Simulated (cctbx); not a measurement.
# What is wrong with this refinement?

Cell a = 6.1120 Å, b = 8.4510 Å, c = 5.9580 Å, α = 90.00°, β = 90.00°, γ = 90.00°; space group Pbcm (no. 57).

Simulated single-crystal data (cctbx): Mo Kα, λ = 0.71073 Å, to d = 0.75 Å, 95 % of the full sphere, strongest reflection 5000 counts, noise from counting, a 4 % proportional error and a noise floor of 2 counts (s.d.); no absorption, and some extinction, which the refinements don't model.

An anisotropic refinement with weights 1/σ² prints:

```text
Rint 0.045, 417 unique reflections to 0.75 A
cycle     R1     wR2    GooF  max shift (A)
   1  0.5698  0.8523  24.919   0.04456
  11  0.5596  0.8323  24.335   0.00049
final R1 0.5596 wR2 0.8323 GooF 24.335  parameters 11  data/parameter 37.9
atom        x        y        z      Ueq    occ   su(xyz)  su(Uiso or U11)
Tl1    0.91024  0.75000  0.00000  -0.0008  1.000  0.00153  0.0053  NPD
Ru1    0.87732  0.02170  0.75000   0.0174  1.000  0.00819  0.0260  NPD
difference map: max 330.52 min -116.02 rms 21.83
Q1    0.3656  0.5992  0.2500    4  335.31  3.15 A from Ru1
Q2    0.0937  0.2500  0.0000    4  274.55  0.02 A from Tl1
Q3    0.1259  0.5259  0.7500    4  223.44  0.04 A from Ru1
Q4    0.1567  0.0743  0.7500    4   98.79  1.76 A from Ru1
Q5    0.3354  0.5995  0.7500    4   77.31  1.46 A from Ru1
Q6    0.1472  0.6994  0.7500    4   52.35  1.51 A from Ru1
```

**Question.** Can this result stand? If not, what is the likely fault?

Mend it. The fault: an atom left out, Eu at (0.6395, 0.0990, 1/4). Against the right model at the same level, R1 goes from 0.0172 to 0.5596 and GooF from 1.09 to 24.34, the top difference peak, 335.3 e/Å³, lies 3.15 Å from Ru1 and Tl1 and Ru1 go non-positive-definite. Q1 is the missing atom. With scattering power missing, scale and phases suffer, so peaks may also grow on the heavy atoms.

The compound is EuTlRu. The right model at the same level gives:

```text
Rint 0.045, 417 unique reflections to 0.75 A
cycle     R1     wR2    GooF  max shift (A)
   1  0.0174  0.0376   1.109   0.00011
   2  0.0172  0.0371   1.094   0.00000
final R1 0.0172 wR2 0.0371 GooF 1.094  parameters 17  data/parameter 24.5
atom        x        y        z      Ueq    occ   su(xyz)  su(Uiso or U11)
Tl1    0.90837  0.75000  0.00000   0.0083  1.000  0.00005  0.0002
Eu1    0.63955  0.09903  0.25000   0.0084  1.000  0.00007  0.0002
Ru1    0.87889  0.02671  0.75000   0.0107  1.000  0.00011  0.0003
difference map: max 1.16 min -2.74 rms 0.39
Q1    0.2712  0.1381  0.1264    8    1.22  1.63 A from Tl1
Q2    0.3315  0.7011  0.2500    4    1.18  0.88 A from Eu1
Q3    0.1825  0.0502  0.0876    8    1.16  1.22 A from Ru1
Q4    0.0798  0.7334  0.7500    4    1.13  1.76 A from Ru1
Q5    0.1977  0.7223  0.2500    4    1.12  1.44 A from Eu1
Q6    0.2325  0.0547  0.5389    8    1.12  1.88 A from Tl1
```

This is a model crystal, built by substitution and not relaxed, with assumed displacement parameters.

[Middle refinement cycles are left out of these outputs.]

[Logs are printed without paths, hosts, clocks, repeated set-up lines and the standing remarks that a program may print on its own settings, such as how far it seeks lower states.]
